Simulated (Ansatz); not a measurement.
**Ti-Pd-Ti stack of (111) layers: lattice stability ahead of a resistivity run**

Question: is the lattice of Ti-Pd-Ti stack of (111) layers stable, and if so, what are its coupling constant and resistivity?

Main program and level: Ansatz 0.2.0; DFT PBEsol, scalar-relativistic, plane waves, PAW; PAW set soft_1.

**1. Starting point**

The cell holds 3 atoms: 2 Ti and 1 Pd. Cell: a = 2.751 Å, b = 2.751 Å, c = 15.492 Å, α = 90.0°, β = 90.0°, γ = 120.0°. Vacuum lies along c.

**2. Relaxation**

Lattice constant and positions set the bands and the force constants, so the cell is relaxed first.

The input, input.yaml:

```yaml
crystal:
  lattice:
    - [2.75065, 0.0, 0.0]
    - [-1.37532, 2.38213, 0.0]
    - [0.0, 0.0, 15.49179]
  atoms:
    - { symbol: Ti, position: [0.0, 0.0, 0.35502687] }
    - { symbol: Pd, position: [0.33333333, 0.66666667, 0.5] }
    - { symbol: Ti, position: [0.66666667, 0.33333333, 0.64497313] }
  periodic: [true, true, false]
kpoints:
  mp_grid: { grid: [12, 12, 1] }
hamiltonian:
  xc: pbesol
  pseudopotentials: { kind: paw, azcp: { folder: soft_1 }, xc_functional: pbe }
scf:
  occupations: { method: gaussian, width: 0.1 }
output:
  forces: true
  stress: true
  eigenvalues: true
  write_density: true
  write_potential: true
  elf: true
  volumetric_format: npy
relax:
  adjacent_minimum: "off"
  f_tol: 0.005
  max_steps: 80
  cell: { stress_2d_tol: 0.02 }
```

On the command line:

```sh
$ ansatz run input.yaml --threads 8 --pin off --max-ram 20480MiB --backend cpu --events-out ev --progress --plain --runs-dir out
```

Numbers of over 12 decimals in the logs are rounded to 6 here.

Log:

```text
Warning: crystal.periodic: the lattice vector that does not repeat stood 0.000° off the slab's normal, 15.492 Å along it as the deck builds it. The run solves the slab on a vector along the normal, 32.784 Å long, with every atom where it was (on the deck's vector they left 11.00 Å outside them, and the widest stretch free of ions among them is 2.25 Å). A fractional position that the run reports is one of the run's ce [...]
crystal.periodic: the lattice vector that does not repeat stood 0.000° off the slab's normal, 15.492 Å along it as the deck builds it. The run solves the slab on a vector along the normal, 32.784 Å long, with every atom where it was (on the deck's vector they left 11.00 Å outside them, and the widest stretch free of ions among them is 2.25 Å). A fractional position that the run reports is one of the run's cell, which [...]
Engine: ansatz 0.2.0, aarch64-unknown-linux-gnu
Pseudopotentials: kind: paw
Pseudopotential: Ti, paw, valence charge 12, recommended cutoff 420 eV (normal), soft_1/Ti.paw.azcp
Pseudopotential: Pd, paw, valence charge 18, recommended cutoff 420 eV (normal), soft_1/Pd.paw.azcp
Functional definition: PBEsol
  exchange = pbesol_x
  correlation = pbesol_c
Crystal: 3 atoms, lattice volume = 214.811 Å³
Basis set: ecut = 420 eV, 4207 PW (Γ), exchange–correlation on 40×40×450 points (8 copies of the dense FFT grid, shifted against one another)
Bands: 26, of which v1, the nominal top of the filled ones, is band 21 counted from 1 (20 counted from 0)
Symmetry: 12 space group operations
Space group: P-3m1 (ITA 164), of the structure as read, at distance tolerance 6.0e-5 Å
k-points: 19 of 144
Non-local potential: Ti, projectors of the file, l = 0: 3, l = 1: 2, l = 2: 3, l = 3: 1
Non-local potential: Pd, projectors of the file, l = 0: 2, l = 1: 2, l = 2: 2, l = 3: 1
PAW form: soft (Blöchl's): semilocal exchange-correlation on the pseudo side does not see the compensation charge
PAW frozen core: Ti, regenerated for the run's functional, and the local potential with it (the file was generated under x = pbe(κ = 0.804, μ = 0.219515), c = pbe(β = 0.066725))
PAW frozen core: Pd, regenerated for the run's functional, and the local potential with it (the file was generated under x = pbe(κ = 0.804, μ = 0.219515), c = pbe(β = 0.066725))
PAW one-centre angular grid: Ti, 590 points (default); XC on 64 Gauss nodes
PAW one-centre angular grid: Pd, 590 points (default); XC on 64 Gauss nodes
Initial density: superposition of atomic densities (neutral atoms: chi_scale 0, normalization atom)
Initial wavefunctions: pseudopotential atomic-orbital guess
Functional: x = pbesol(κ = 0.804, μ = 0.123457), c = pbesol(β = 0.046)
SCF iter   1: F=—  HF=-11864.283133 eV  |F-HF|=—  |Δ(HF+E_count)|=         —  Δρ=1.96e-1  dr2=2.48e2  ethr=3.10e-3  ⟨swp⟩=11.7  Hψ=3511  notcnv=0
preconditioner: auto → LDOS  [metal: Δε(μ)=0.057 eV  Ē_g=3.183 eV  σ=0.100 eV  W_gap=0.30  n_scr=20 (ndim 8)  ℏωp=10.7 eV  f_vac=0.711  D(μ)=8.44/eV (n_scr^D=56)  β→1.0]
SCF iter   2: F=—  HF=-11856.781208 eV  |F-HF|=—  |Δ(HF+E_count)|=    7.50e0  Δρ=7.70e-2  dr2=1.85e1  ethr=3.10e-3  ⟨swp⟩=4.8  Hψ=1660  notcnv=0  defer=3
SCF iter   3: F=—  HF=-11853.392381 eV  |F-HF|=—  |Δ(HF+E_count)|=    3.39e0  Δρ=3.24e-2  dr2=3.72e0  ethr=3.10e-3  ⟨swp⟩=4.3  Hψ=1529  notcnv=0  defer=7
SCF iter   4: F=—  HF=-11853.094515 eV  |F-HF|=—  |Δ(HF+E_count)|=   2.98e-1  Δρ=6.72e-3  dr2=3.77e-1  ethr=3.10e-3  ⟨swp⟩=3.6  Hψ=1152  notcnv=0  defer=5
SCF iter   5: F=—  HF=-11853.083413 eV  |F-HF|=—  |Δ(HF+E_count)|=   1.11e-2  Δρ=3.10e-3  dr2=4.06e-2  ethr=8.97e-4  ⟨swp⟩=3.0  Hψ=878  notcnv=0  defer=4
SCF iter   6: F=—  HF=-11853.081312 eV  |F-HF|=—  |Δ(HF+E_count)|=   2.10e-3  Δρ=8.21e-4  dr2=4.65e-3  ethr=9.67e-5  ⟨swp⟩=3.1  Hψ=924  notcnv=0  defer=3
SCF iter   7: F=—  HF=-11853.081491 eV  |F-HF|=—  |Δ(HF+E_count)|=   1.79e-4  Δρ=4.02e-4  dr2=4.74e-4  ethr=1.11e-5  ⟨swp⟩=2.5  Hψ=841  notcnv=0  defer=3
SCF iter   8: F=—  HF=-11853.081754 eV  |F-HF|=—  |Δ(HF+E_count)|=   2.63e-4  Δρ=1.30e-4  dr2=9.25e-5  ethr=1.13e-6  ⟨swp⟩=3.3  Hψ=871  notcnv=0  defer=3
SCF iter   9: F=—  HF=-11853.081757 eV  |F-HF|=—  |Δ(HF+E_count)|=   3.29e-6  Δρ=5.16e-5  dr2=4.03e-5  ethr=2.20e-7  ⟨swp⟩=3.2  Hψ=919  notcnv=0  defer=3
SCF iter  10: F=—  HF=-11853.081760 eV  |F-HF|=—  |Δ(HF+E_count)|=   2.62e-6  Δρ=2.02e-5  dr2=9.88e-7  ethr=9.60e-8  ⟨swp⟩=2.6  Hψ=739  notcnv=0  defer=3
SCF iter  11: F=—  HF=-11853.081760 eV  |F-HF|=—  |Δ(HF+E_count)|=   2.50e-7  Δρ=8.82e-6  dr2=1.52e-7  ethr=2.35e-9  ⟨swp⟩=4.0  Hψ=1194  notcnv=0  defer=3
iter 12 did not close the SCF: its close was put off until two iterations running show no level that it waits for move by more than its bar (scf_convergence_deferred on its scf_iter line)
SCF iter  12: F=-11853.081760 eV  HF=-11853.081760 eV  |F-HF|=3.81e-8  |Δ(HF+E_count)|=   1.71e-8  Δρ=2.70e-6  dr2=2.06e-8  ethr=2.38e-10  ⟨swp⟩=20.9  Hψ=5484  notcnv=0
iter 13 did not close the SCF: its close was put off until two iterations running show no level that it waits for move by more than its bar (scf_convergence_deferred on its scf_iter line)
SCF iter  13: F=-11853.081760 eV  HF=-11853.081760 eV  |F-HF|=1.23e-8  |Δ(HF+E_count)|=   3.29e-8  Δρ=8.94e-7  dr2=1.73e-9  ethr=4.91e-11  ⟨swp⟩=10.5  Hψ=3789  notcnv=0
SCF iter  14: F=-11853.081760 eV  HF=-11853.081760 eV  |F-HF|=1.97e-9  |Δ(HF+E_count)|=   1.09e-8  Δρ=1.89e-7  dr2=1.10e-10  ethr=4.12e-12  ⟨swp⟩=9.4  Hψ=3538  notcnv=0
SCF 1 converged in 14 iterations: F = -11853.081760 eV  dr2 = 1.10e-10
  greatest PAW one-centre occupation: 0.999 electrons in one spin orbital (limit 2), on the Pd atom at site 1 (counted from 0), in its partial waves of l = 0
relax step   1: F+E_penalty+E_count = -11853.08176019 eV  Δ(F+E_penalty+E_count) = +0.000e0 eV  max|allowed force component| = 8.653e-2 eV/Å  Δτ_max = 0.0000 Å  P = +0.840 N/m  Ω = 214.811 Å³  fix = [c, alpha, beta]  reactions: c +0.000 N/m  (14 SCF iters, dr2 threshold 1.00e-7 eV, accepted)
Crystal: 3 atoms, lattice volume = 216.747 Å³
Basis set: ecut = 420 eV, 4243 PW (Γ), exchange–correlation on 40×40×450 points (8 copies of the dense FFT grid, shifted against one another)
Initial density: handed on by an earlier stage of this run
Initial wavefunctions: those handed on with the density
iter 1 solved again at ethr=1.46e-4 eV; its pass at ethr=3.10e-3 eV (dr2=6.11e-2 eV) is discarded
SCF iter   1: F=—  HF=-11853.088661 eV  |F-HF|=—  |Δ(HF+E_count)|=         —  Δρ=1.98e-3  dr2=5.91e-2  ethr=1.46e-4  ⟨swp⟩=2.5  Hψ=3417  notcnv=0
[...]
SCF iter   6: F=—  HF=-11853.084741 eV  |F-HF|=—  |Δ(HF+E_count)|=   1.29e-5  Δρ=6.41e-5  dr2=1.07e-5  ethr=3.87e-8  ⟨swp⟩=3.4  Hψ=1116  notcnv=0
SCF iter   7: F=—  HF=-11853.084739 eV  |F-HF|=—  |Δ(HF+E_count)|=   1.60e-6  Δρ=1.62e-5  dr2=1.85e-6  ethr=2.56e-8  ⟨swp⟩=3.4  Hψ=954  notcnv=0
SCF iter   8: F=-11853.084740 eV  HF=-11853.084740 eV  |F-HF|=4.11e-9  |Δ(HF+E_count)|=   6.35e-7  Δρ=5.97e-6  dr2=1.28e-7  ethr=7.14e-10  ⟨swp⟩=21.4  Hψ=5972  notcnv=0
SCF 2 converged in 8 iterations: F = -11853.084740 eV  dr2 = 1.28e-7
relax step   2: F+E_penalty+E_count = -11853.08474010 eV  Δ(F+E_penalty+E_count) = -2.980e-3 eV  max|allowed force component| = 5.839e-2 eV/Å  Δτ_max = 0.0283 Å  P = +0.384 N/m  Ω = 216.747 Å³  energy of the carried Pulay correction = -9.096e-5 eV  fix = [c, alpha, beta]  reactions: c +0.000 N/m  (8 SCF iters, dr2 threshold 3.00e-7 eV, accepted)
Crystal: 3 atoms, lattice volume = 217.278 Å³
Basis set: ecut = 420 eV, 4273 PW (Γ), exchange–correlation on 40×40×450 points (8 copies of the dense FFT grid, shifted against one another)
iter 1 solved again at ethr=4.93e-6 eV; its pass at ethr=3.10e-3 eV (dr2=2.07e-3 eV) is discarded
SCF iter   1: F=—  HF=-11853.085535 eV  |F-HF|=—  |Δ(HF+E_count)|=         —  Δρ=6.07e-4  dr2=1.98e-3  ethr=4.93e-6  ⟨swp⟩=3.3  Hψ=3155  notcnv=0
preconditioner: auto → LDOS  [metal: Δε(μ)=0.020 eV  Ē_g=3.804 eV  σ=0.100 eV  W_gap=0.11  n_scr=20 (ndim 8)  ℏωp=10.7 eV  f_vac=0.724  D(μ)=8.85/eV (n_scr^D=70)  β→1.0]
SCF iter   2: F=—  HF=-11853.085456 eV  |F-HF|=—  |Δ(HF+E_count)|=   7.92e-5  Δρ=6.09e-4  dr2=2.20e-3  ethr=4.72e-6  ⟨swp⟩=3.1  Hψ=938  notcnv=0
SCF iter   3: F=—  HF=-11853.085278 eV  |F-HF|=—  |Δ(HF+E_count)|=   1.77e-4  Δρ=9.89e-5  dr2=3.11e-5  ethr=4.72e-6  ⟨swp⟩=2.9  Hψ=746  notcnv=0
SCF iter   4: F=—  HF=-11853.085265 eV  |F-HF|=—  |Δ(HF+E_count)|=   1.34e-5  Δρ=3.74e-5  dr2=4.83e-6  ethr=7.40e-8  ⟨swp⟩=3.7  Hψ=1100  notcnv=0
SCF iter   5: F=—  HF=-11853.085266 eV  |F-HF|=—  |Δ(HF+E_count)|=   9.56e-7  Δρ=1.49e-5  dr2=1.40e-6  ethr=1.15e-8  ⟨swp⟩=3.5  Hψ=1059  notcnv=0
SCF iter   6: F=-11853.085266 eV  HF=-11853.085266 eV  |F-HF|=6.83e-9  |Δ(HF+E_count)|=   6.11e-7  Δρ=5.83e-6  dr2=2.07e-7  ethr=5.07e-10  ⟨swp⟩=18.3  Hψ=5695  notcnv=0
SCF 3 converged in 6 iterations: F = -11853.085266 eV  dr2 = 2.07e-7
relax step   3: F+E_penalty+E_count = -11853.08526630 eV  Δ(F+E_penalty+E_count) = -5.262e-4 eV  max|allowed force component| = 7.836e-3 eV/Å  Δτ_max = 0.0081 Å  P = -0.095 N/m  Ω = 217.278 Å³  energy of the carried Pulay correction = -1.158e-4 eV  fix = [c, alpha, beta]  reactions: c +0.000 N/m  (6 SCF iters, dr2 threshold 2.13e-7 eV, accepted)
[...]
relax step   4: F+E_penalty+E_count = -11853.08529152 eV  Δ(F+E_penalty+E_count) = -2.523e-5 eV  max|allowed force component| = 2.817e-5 eV/Å  Δτ_max = 0.0007 Å  P = -0.001 N/m  Ω = 217.135 Å³  energy of the carried Pulay correction = -1.091e-4 eV  fix = [c, alpha, beta]  reactions: c -0.000 N/m  (5 SCF iters, dr2 threshold 1.06e-8 eV, accepted)
Initial wavefunctions: pseudopotential atomic-orbital guess (no wavefunctions were taken with the density)
iter 1 solved again at ethr=1.72e-7 eV; its pass at ethr=3.10e-3 eV (dr2=7.22e-5 eV) is discarded
SCF iter   1: F=—  HF=-11853.085047 eV  |F-HF|=—  |Δ(HF+E_count)|=         —  Δρ=3.19e-5  dr2=6.51e-8  ethr=1.72e-7  ⟨swp⟩=6.3  Hψ=5617  notcnv=0
preconditioner: auto → LDOS  [metal: Δε(μ)=0.022 eV  Ē_g=3.804 eV  σ=0.100 eV  W_gap=0.12  n_scr=20 (ndim 8)  ℏωp=10.7 eV  f_vac=0.725  D(μ)=8.89/eV (n_scr^D=70)  β→1.0]
SCF iter   2: F=—  HF=-11853.085398 eV  |F-HF|=—  |Δ(HF+E_count)|=   3.52e-4  Δρ=2.82e-6  dr2=3.70e-8  ethr=1.55e-10  ⟨swp⟩=5.7  Hψ=1691  notcnv=0
SCF iter   3: F=—  HF=-11853.085398 eV  |F-HF|=—  |Δ(HF+E_count)|=   8.25e-7  Δρ=1.75e-6  dr2=1.13e-8  ethr=8.82e-11  ⟨swp⟩=3.5  Hψ=1008  notcnv=0
SCF iter   4: F=—  HF=-11853.085398 eV  |F-HF|=—  |Δ(HF+E_count)|=   7.81e-7  Δρ=9.61e-7  dr2=4.64e-9  ethr=2.69e-11  ⟨swp⟩=3.3  Hψ=885  notcnv=0
SCF iter   5: F=—  HF=-11853.085398 eV  |F-HF|=—  |Δ(HF+E_count)|=   3.40e-8  Δρ=4.78e-7  dr2=7.36e-10  ethr=1.10e-11  ⟨swp⟩=2.9  Hψ=830  notcnv=0
SCF iter   6: F=—  HF=-11853.085398 eV  |F-HF|=—  |Δ(HF+E_count)|=   1.33e-8  Δρ=1.03e-7  dr2=4.19e-11  ethr=1.75e-12  ⟨swp⟩=3.5  Hψ=993  notcnv=0
SCF iter   7: F=—  HF=-11853.085398 eV  |F-HF|=—  |Δ(HF+E_count)|=   5.26e-9  Δρ=3.47e-8  dr2=2.65e-12  ethr=1.00e-12  ⟨swp⟩=2.3  Hψ=594  notcnv=0
SCF iter   8: F=-11853.085398 eV  HF=-11853.085398 eV  |F-HF|=1.02e-10  |Δ(HF+E_count)|=  1.75e-10  Δρ=1.18e-8  dr2=1.78e-12  ethr=1.00e-12  ⟨swp⟩=13.5  Hψ=3406  notcnv=0
SCF 5 converged in 8 iterations: F = -11853.085398 eV  dr2 = 1.78e-12
relax step   5: F+E_penalty+E_count = -11853.08539850 eV  Δ(F+E_penalty+E_count) = -1.070e-4 eV  max|allowed force component| = 4.654e-5 eV/Å  Δτ_max = 0.0000 Å  P = -0.004 N/m  Ω = 217.135 Å³  fix = [c, alpha, beta]  reactions: c -0.000 N/m  stress off target by 4.07e-3 N/m on what of the cell is left free  SCF on the basis re-selected at this cell (its energy is not comparable with the rows above)  (8 SCF iters)
basis re-selected at this cell: Δ(F+E_penalty+E_count) = -1.070e-4 eV, ΔP = -0.003 N/m vs the last step (what re-selecting the basis moved, of the pressure what is left beyond the Pulay correction that the steps carried, after the strain that the cell walked since its last selection, with what the two solves' SCF thresholds leave and, on support functions, any second-order correction that the steps lacked; it is no m [...]
SCF converged after 8 iterations
Free energy (F): -11853.085398 eV
Harris-Foulkes:  -11853.085398 eV  (|F-HF|=1.02e-10)
Internal energy: -11853.040965 eV  (E = F + TS)
E sigma→0 (E₀):  -11853.063182 eV
Entropy (-TS):   -0.044433 eV (-14.811 meV/atom)
Fermi energy:    -4.584132 eV
--- Per-component energies (eV) ---
  E_band       = -1334.908290
  E_kinetic    = 1013.938734
  E_local      = -153086.160709  (includes V_loc(G=0)·N_el)
  E_nonlocal   = 496.543567
  E_hartree    = 75740.052342
  E_xc         = -368.021125
  E_vxc        = -464.508311  (∫ρ·V_xc dr)
  E_paw        = -5780.145511  (= ΣΔE_a)
  E_vpaw       = -774.825824  (= ΣTr[D̂ρ^β])
  E_aug_tail   = 0.000071  (compensation charges beyond the density's cutoff)
  E_ewald      = 70130.170372
  E_core_change = 0.581294  (= ΣΔE_core)
  E_smearing   = -0.044433  (= −TS)
  E_closure    = 0.000000  (closes the sum)
  Σ components = -11853.085398   (vs F -11853.085398, Δ=0.00e0)
--- Forces (eV/Å), atoms counted from 1 ---
  atom   1  Ti     0.00000000    -0.00000000     0.00004654
  atom   2  Pd     0.00000000     0.00000000     0.00000000
  atom   3  Ti    -0.00000000     0.00000000    -0.00004654
  max |Σ_I F_I| component: 1.16e-18 eV/Å
--- 2D stress c σ (N/m, compression-positive) ---
       -0.004068       0.000000      -0.000000
        0.000000      -0.004068      -0.000000
       -0.000000      -0.000000      -0.000000
  P = ½ c Tr σ = -0.0041 N/m
--- Band table (eV; the first three rows and the last of 19) ---
  k-point 0: bands = [... 17 lower, -6.8013, -6.8013, -6.4649, -4.9084, -4.7358, -4.2349, -3.6061, -3.6061, ... 1 higher]
  k-point 1: bands = [... 17 lower, -7.0068, -6.8357, -6.3976, -4.7307, -4.6628, -4.2680, -3.7548, -3.5642, ... 1 higher]
  k-point 2: bands = [... 17 lower, -7.1740, -6.9280, -6.1905, -4.5865, -4.5096, -4.3226, -4.0298, -3.7462, ... 1 higher]
  k-point 18: bands = [... 17 lower, -4.8881, -4.5180, -4.5180, -4.4481, -4.3781, -3.8990, -3.8990, -3.5556, ... 1 higher]
--- Relaxed structure (4 steps of the walk, 4 accepted, 1 SCFs on fresh bases) ---
  F+E_penalty+E_count = -11853.08539850 eV   max|allowed force component| = 4.654e-5 eV/Å   (the final SCF, on the basis selected at the relaxed cell)
  cell:  # Å, volume = 217.1353 Å³
    - [2.765488, -2.9023251031357966e-6, 0]
    - [-1.382741, 2.394984, 0]
    - [0, 0, 32.783573]
  atoms:
    - { symbol: Ti, position: [0, 0, 0.168404] }
    - { symbol: Pd, position: [0.333333, 0.666667, 0.236274] }
    - { symbol: Ti, position: [0.666667, 0.333333, 0.304143] }
```

It took 7.8 s on 8 threads of Arm Neoverse V1, shared host; peak memory 0.75 GiB.

The steps of the relaxation:

```csv
step,energy less that of the first step (eV),largest force component (eV/Å),volume (Å³)
1,0.0000,0.0865,214.81
2,-0.0030,0.0584,216.75
3,-0.0035,0.0078,217.28
4,-0.0035,0.0000,217.14
5*,-0.0036,0.0000,217.14
```

Relaxation steps marked * repeat the geometry before them on a plane-wave basis chosen anew for their cell, so energy and pressure can jump there.

The run keeps the 12 symmetry operations that it works with, so distortions that break them were not tested.

```csv
cell as run,before,after,change
a (Å),2.751,2.765,+0.5 %
b (Å),2.751,2.765,+0.5 %
```

The atoms that moved most (Å, along periodic axes as changes of fractional coordinates times the final cell, across vacuum about the mean position):

```csv
atom,dx,dy,dz,length
Ti3,0.000,0.000,-0.021,0.021
Ti1,0.000,0.000,0.021,0.021
```

Final coordinates:

```xyz
3
Lattice="2.7655 0.0000 0.0000 -1.3827 2.3950 0.0000 0.0000 0.0000 32.7836" Properties=species:S:1:pos:R:3
Ti    0.0000    0.0000    5.5209
Pd    0.0000    1.5967    7.7459
Ti    1.3827    0.7983    9.9709
```

This step gave:

* metallic on mesh: yes
* gap on the k-mesh: 0 eV

Electrostatic potential energy in the ca plane at fractional y = 0.000, with atoms of Ti within 0.2 Å of it. With pseudopotentials it is smooth inside the atoms' cores, unlike the true potential.

Ten even steps from '0' (-40 eV) to '9' (0 eV), each cell a mean:
```
99999999999862000278999999888899999999999999
99999999999984101588878898777899999999999999
99999999999987656888645888645789999999999999
99999999999998888887423787423689999999999999
99999999999998777887534787534789999999999999
99999999999986323688767888766889999999999999
99999999999873000378888999888899999999999999
99999999999861000178999999888999999999999999
```
Columns run along c (16.0 Å, from fractional 0.00 to 0.49 of the cell; values clipped at the 3rd and 97th percentile), rows up along a (2.8 Å). Atoms in or near the plane, at fractional coordinates: Ti at (0.17, 0.00).

ELF in the ca plane at fractional y = 0.000, with atoms of Ti within 0.2 Å of it. It is the smooth field of the valence electrons, not physical close to the nuclei.

Values, 5 rows by 16 columns, each cell a mean:
```
0.00 0.00 0.02 0.07 0.13 0.69 0.30 0.24 0.24 0.27 0.39 0.51 0.20 0.02 0.00 0.00
0.00 0.00 0.04 0.21 0.24 0.26 0.22 0.29 0.27 0.18 0.19 0.27 0.14 0.02 0.00 0.00
0.00 0.00 0.05 0.28 0.43 0.21 0.27 0.34 0.31 0.22 0.24 0.20 0.13 0.02 0.00 0.00
0.00 0.00 0.03 0.15 0.15 0.43 0.22 0.26 0.25 0.18 0.21 0.35 0.16 0.02 0.00 0.00
0.00 0.00 0.02 0.05 0.16 0.70 0.34 0.25 0.25 0.33 0.51 0.57 0.22 0.03 0.00 0.00
```
Columns run along c (16.0 Å, from fractional 0.00 to 0.49 of the cell), rows up along a (2.8 Å). Atoms in or near the plane, at fractional coordinates: Ti at (0.17, 0.00).

Valence density in the ca plane at fractional y = 0.000, with atoms of Ti within 0.2 Å of it. It is the smooth field of the valence electrons, not physical close to the nuclei.

Ten steps, logarithmic in the rise over the least value, from '0' (0 e/Å³) to '9' (11 e/Å³), each cell a mean:
```
00000000000015898522222211222110000000000000
00000000000013676322333222222210000000000000
00000000000012333223454322333210000000000000
00000000000011222223565322344210000000000000
00000000000012222223454322344210000000000000
00000000000013554322343222233210000000000000
00000000000015787422222222222210000000000000
00000000000026999522222211222110000000000000
```
Columns run along c (16.0 Å, from fractional 0.00 to 0.49 of the cell), rows up along a (2.8 Å). Atoms in or near the plane, at fractional coordinates: Ti at (0.17, 0.00).

The relaxation ends with a largest force component of 4.7e-5 eV/Å.

**3. Relaxing tightly for phonons**

No force is left; the cell is relaxed once more with another smearing and tight thresholds.

The input, input.yaml:

```yaml
crystal:
  lattice:
    - [2.7654878911, -2.9023e-06, 0.0]
    - [-1.3827414321, 2.3949842187, 0.0]
    - [0.0, 0.0, 32.7835731424]
  atoms:
    - { symbol: Ti, position: [0.0, 0.0, 0.1684040001] }
    - { symbol: Pd, position: [0.3333333333, 0.6666666667, 0.2362736657] }
    - { symbol: Ti, position: [0.6666666667, 0.3333333333, 0.3041433313] }
  periodic: [true, true, false]
kpoints:
  mp_grid: { grid: [12, 12, 1] }
hamiltonian:
  xc: pbesol
  pseudopotentials: { kind: paw, azcp: { folder: soft_1 }, xc_functional: pbe }
scf:
  occupations: { method: methfessel_paxton, width: 0.2 }
output:
  forces: true
  stress: true
  eigenvalues: true
relax:
  adjacent_minimum: "off"
  f_tol: 0.001
  max_steps: 60
  cell: { stress_2d_tol: 0.002 }
```

Log:

```text
[the first part of the log is left out]
  E_paw        = -5780.136889  (= ΣΔE_a)
  E_vpaw       = -774.811354  (= ΣTr[D̂ρ^β])
  E_aug_tail   = 0.000071  (compensation charges beyond the density's cutoff)
  E_ewald      = 70080.028976
  E_core_change = 0.581294  (= ΣΔE_core)
  E_smearing   = -0.022397  (= −TS)
  E_closure    = -0.000000  (closes the sum)
  Σ components = -11853.069615   (vs F -11853.069615, Δ=0.00e0)
[...]
--- 2D stress c σ (N/m, compression-positive) ---
       -0.000341       0.000000      -0.000000
       -0.000000      -0.000341      -0.000000
       -0.000000      -0.000000      -0.000000
  P = ½ c Tr σ = -0.0003 N/m
--- Band table (eV; the first three rows and the last of 19) ---
[...]
--- Relaxed structure (4 steps of the walk, 4 accepted, 1 SCFs on fresh bases) ---
[...]
cell:  # Å, volume = 217.3267 Å³
    - [2.766707, -2.903569974564073e-6, 0]
    - [-1.383351, 2.396040, 0]
    - [0, 0, 32.7835731424]
  atoms:
    - { symbol: Ti, position: [0, 0, 0.168450] }
    - { symbol: Pd, position: [0.333333, 0.666667, 0.236274] }
    - { symbol: Ti, position: [0.666667, 0.333333, 0.304098] }
```

Run time: 7 s. Hardware: 8 threads; peak memory 0.74 GiB.

Little changed from the start: no atom moved by 0.005 Å and no cell edge by 0.1 %.

(Continued in part 2 of 2.)

[Logs are printed without paths, hosts, clocks, repeated set-up lines and the standing remarks that a program may print on its own settings, such as how far it seeks lower states.]

[Hosts, paths, dates, database ids (printed as entryN), source tags and the programs' standing remarks are cut or masked in the printed files.]
